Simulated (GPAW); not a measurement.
# Al2Pt: optical spectrum from first principles, part 2 of 2

Aim: the dielectric function of Al2Pt, and the optical constants that follow from it. The cell comes from an older database entry, whose edges can differ from later determinations, mostly by under a per cent.

GPAW 26.7.0; DFT, PBE, plane-wave PAW (GPAW data sets), scalar-relativistic, RPA, optical limit.

So far. Step 2 (Ground state): There are states at the Fermi level within the smearing, so the occupations stay smeared and the carriers get a Drude term.

The database entry behind the starting cell differs from later determinations by our own check (0.1 to 0.3 % short, probably kX units), so it need not match the best structure at ambient conditions.

## (4) Dielectric function, RPA

Transitions between filled and empty bands, summed over the zone, give the optical response, so mesh, band count and broadening shape it.

The induced potential is part of this response.

This step: DFT, PBE, plane-wave PAW (GPAW data sets), scalar-relativistic, RPA, optical limit (GPAW 26.7.0).

df.py

```python
from gpaw.response.df import DielectricFunction

df = DielectricFunction('full.gpw', frequencies={'type': 'nonlinear', 'domega0': 0.03, 'omega2': 8},
                        ecut=50,
                        eta=0.15,
                        nbands=37,
                        rate=0.05,
                        txt='df.txt')
for direction in ['x']:
    df.get_dielectric_function(xc='RPA', direction=direction, filename=f'df_{direction}.csv')
```

The run is started by

```bash
OMP_NUM_THREADS=1 python df.py
```

Numbers of over 12 decimals in the logs are rounded to 6 here.

Log:

```text
Using integrator: PointIntegrator
NonLinearFrequencyDescriptor(from 0.000 to 84.484 eV, 525 points)
Nonperiodic BCs:  [False False False]
Using integrator: PointIntegrator
NonLinearFrequencyDescriptor(from 0.000 to 84.484 eV, 525 points)
Nonperiodic BCs:  [False False False]
Using integrator: PointIntegrator

Calculating chi0 body with:
    Ground state adapter containing:
    Number of spins: 1
    Number of kpoints: 2197
    Number of irreducible kpoints: 84
    Number of completely occupied states: 9
    Number of partially occupied states: 12

    Linear response parametrization:
    q_c: [0.0, 0.0, 0.0]
    Number of frequency points: 525
    Planewave cutoff: 50.0
    Number of bands: 37
    Number of planewaves: 51
    Broadening (eta): 0.15

Integrating chi0 body.

Symmetries of q_c:
    Direct symmetries (Uq -> q): 48
    Indirect symmetries (TUq -> q): 0
In total 48 allowed symmetries.

84 groups of equivalent kpoints. 96.176604% reduction.

Integral kind: spectral function

Calculating chi0 optical extensions with:
    Ground state adapter containing:
    Number of spins: 1
    Number of kpoints: 2197
    Number of irreducible kpoints: 84
    Number of completely occupied states: 9
    Number of partially occupied states: 12

    Linear response parametrization:
    Number of frequency points: 525
    Planewave cutoff: 50.0
    Number of bands: 37
    Number of planewaves: 51
    Broadening (eta): 0.15
Integrating chi0 head and wings.

Symmetries of q_c:
    Direct symmetries (Uq -> q): 48
    Indirect symmetries (TUq -> q): 0
In total 48 allowed symmetries.

84 groups of equivalent kpoints. 96.176604% reduction.

Integral kind: spectral function wings

Calculating drude chi0 with:
    Number of frequency points:525
    Plasma frequency decay rate: 0.05 eV

    Ground state adapter containing:
    Number of spins: 1
    Number of kpoints: 2197
    Number of irreducible kpoints: 84
    Number of completely occupied states: 9
    Number of partially occupied states: 12

Symmetries of q_c:
    Direct symmetries (Uq -> q): 48
    Indirect symmetries (TUq -> q): 0
In total 48 allowed symmetries.

84 groups of equivalent kpoints. 96.176604% reduction.

Integral kind: intraband
Plasma frequency:
[[8.04+0.j 0.  -0.j 0.  +0.j]
 [0.  -0.j 8.04+0.j 0.  +0.j]
 [0.  +0.j 0.  +0.j 8.04+0.j]]
```

Wall time 24 s (1 thread of Arm Neoverse V1, shared host); peak memory 0.29 GiB.

Sum at mesh points, not converged in k. Table of Im ε, E ∥ x by photon energy; read off at these points:

| photon energy (eV) | Im ε, E ∥ x |
| --- | --- |
| 0.50 | 65.8 |
| 1.00 | 27.7 |
| 1.50 | 10.6 |
| 2.00 | 4.99 |
| 2.50 | 2.97 |
| 3.00 | 3.78 |
| 3.50 | 7.70 |
| 3.89 | 11.3 |
| 4.00 | 10.8 |
| 4.50 | 9.86 |
| 5.00 | 6.32 |
| 5.50 | 3.94 |
| 6.00 | 3.50 |
| 6.50 | 3.35 |
| 7.00 | 2.84 |
| 7.50 | 3.18 |
| 8.00 | 3.65 |
| 8.50 | 4.31 |
| 9.00 | 2.72 |
| 9.50 | 2.21 |
| 10.00 | 2.13 |
| 10.50 | 1.78 |
| 11.00 | 1.55 |
| 11.50 | 1.28 |
| 12.00 | 1.23 |
| 12.50 | 0.979 |
| 13.00 | 0.909 |
| 13.50 | 0.773 |

Values under 1 per cm are given as 1; sum at mesh points, not converged in k. Absorption coefficient, E ∥ x against photon energy:

photon energy (eV), log10 absorption coefficient, E ∥ x (1/cm) and a bar from the least value:
```
    0.492        5.9 ##############
    1.010        5.9 ################
    1.486        5.9 ################
    1.985        5.9 ##############
    2.508        5.8 #########
    3.018        5.7 
    3.510        5.8 #######
    3.980        6.0 ####################
    4.516        6.1 #########################
    4.981        6.1 #########################
    5.515        6.1 #######################
    6.021        6.0 ######################
    6.494        6.0 ####################
    6.985        6.0 ###################
    7.496        6.0 #####################
    8.026        6.1 #######################
    8.516        6.2 ##############################
    9.023        6.2 ##############################
    9.483        6.1 ############################
   10.026        6.2 #############################
   10.519        6.1 ############################
   11.029        6.2 #############################
   11.479        6.1 ############################
   12.023        6.1 ############################
   12.504        6.1 ###########################
   13.000        6.1 #########################
   13.512        6.1 #########################
```

Sum at mesh points, not converged in k. Im ε, E ∥ x against photon energy; read off at these points:

```csv
photon energy (eV),without local fields,with local fields
0.50,66.0,65.8
1.00,28.3,27.7
1.50,10.9,10.6
2.00,5.27,4.99
2.50,3.22,2.97
3.00,4.22,3.78
3.50,8.56,7.70
3.89,12.2,11.3
4.00,11.7,10.8
4.50,10.3,9.86
5.00,6.48,6.32
5.50,4.07,3.94
6.00,3.63,3.50
6.50,3.54,3.35
7.00,2.99,2.84
7.50,3.48,3.18
8.00,4.12,3.65
8.50,4.83,4.31
9.00,2.87,2.72
9.50,2.42,2.21
10.00,2.38,2.13
10.50,2.03,1.78
11.00,1.77,1.55
11.50,1.46,1.28
12.00,1.33,1.23
12.50,1.06,0.979
13.00,1.01,0.909
13.50,0.868,0.773
```

Sum at mesh points, not converged in k. Reflectivity at normal incidence, E ∥ x against photon energy; read off at these points:

photon energy (eV), reflectivity at normal incidence, E ∥ x (%) and a bar from the least value:
```
     0.50       96.7 ##############################
     1.00       91.0 ############################
     1.50       89.2 ###########################
     2.00       85.4 #########################
     2.50       74.3 ####################
     3.00       31.6 ##
     3.50       32.8 ##
     4.00       45.6 ########
     4.50       52.1 ###########
     5.00       53.8 ###########
     5.08       54.9 ############
     5.50       53.0 ###########
     6.00       43.7 #######
     6.50       33.7 ##
     7.00       31.2 #
     7.50       29.7 #
     8.00       28.1 
     8.50       36.6 ####
     8.89       45.6 ########
     9.00       45.4 ########
     9.50       41.3 ######
    10.00       39.5 #####
    10.50       40.4 #####
    11.00       42.3 ######
    11.50       41.6 ######
    12.00       39.9 #####
    12.50       40.9 ######
    13.00       37.6 ####
    13.50       39.0 #####
```

The loss function −Im 1/ε at q → 0, E ∥ x has structure finer than the step of the table below, so its rows give means over 0.5 eV, whole bins alone (the curve runs from 0.305 to 14.0 eV). Peaks (eV: height): 3.02: 0.261, 7.04: 0.329.

Sum at mesh points, not converged in k. The loss function −Im 1/ε at q → 0, E ∥ x by energy loss; means over each step:

energy loss (eV), loss function −Im 1/ε at q → 0, E ∥ x and a bar:
```
      1.0      0.006 
      1.5      0.010 
      2.0      0.022 #
      2.5      0.079 ###
      3.0      0.223 ########
      3.5      0.123 ####
      4.0      0.095 ###
      4.5      0.092 ###
      5.0      0.113 ####
      5.5      0.155 ######
      6.0      0.215 ########
      6.5      0.264 ##########
      7.0      0.307 ############
      7.5      0.304 ###########
      8.0      0.272 ##########
      8.5      0.218 ########
      9.0      0.238 #########
      9.5      0.307 ############
     10.0      0.332 ############
     10.5      0.365 ##############
     11.0      0.396 ###############
     11.5      0.462 #################
     12.0      0.514 ###################
     12.5      0.598 #######################
     13.0      0.705 ###########################
     13.5      0.789 ##############################
```

At chosen wavelengths:

```
wavelength (nm)     n      k  R (%)    1/α
           1550  2.15  9.465   91.4  13 nm
           1064  1.39  7.113   90.1  12 nm
            800  0.89  5.390   89.1  12 nm
            633  0.66  3.976   85.8  13 nm
            405  1.41  1.382   27.0  23 nm
            365  2.20  1.523   29.9  19 nm
            308  2.17  2.447   45.9  10 nm
```

A polished face would reflect 81 % of daylight and look yellow (CIE x = 0.347, y = 0.380 under D65).

## (5) What came out

What this shows: At this level (PBE, RPA) Al2Pt is a metal. The mesh is too coarse to trust the carriers' weight, the reflectivity or the colour to better than tens of per cent. A polished face would reflect 81 % of daylight and look yellow (CIE x = 0.347, y = 0.380 under D65). The carriers' damping of 0.05 eV is typed, not computed; it shapes the response at the lowest energies. Spin-orbit coupling is left out although heavy atoms are present. In this version of GPAW the matrix elements of the optical limit are incomplete, which can lower ε − 1 by up to a tenth where first-row anions or d states rule, and shift it by more in d metals. GPAW's carrier term has the form −ωp²/(ω + i·rate)², which damps like twice the rate and fails at low energy, so the curves leave the lowest energies out. The sum runs over mesh points 0.14 Å⁻¹ apart with no interpolation, so peaks are partly noise of the mesh, and the Drude plasma energy, a sum over the Fermi surface, isn't converged.

[Machine, clock and banner lines and Python warnings are left out of the logs.]

[Logs are printed without paths, hosts, clocks, repeated set-up lines and the standing remarks that a program may print on its own settings, such as how far it seeks lower states.]

[Hosts, paths, dates, database ids (printed as entryN), source tags and the programs' standing remarks are cut or masked in the printed files.]
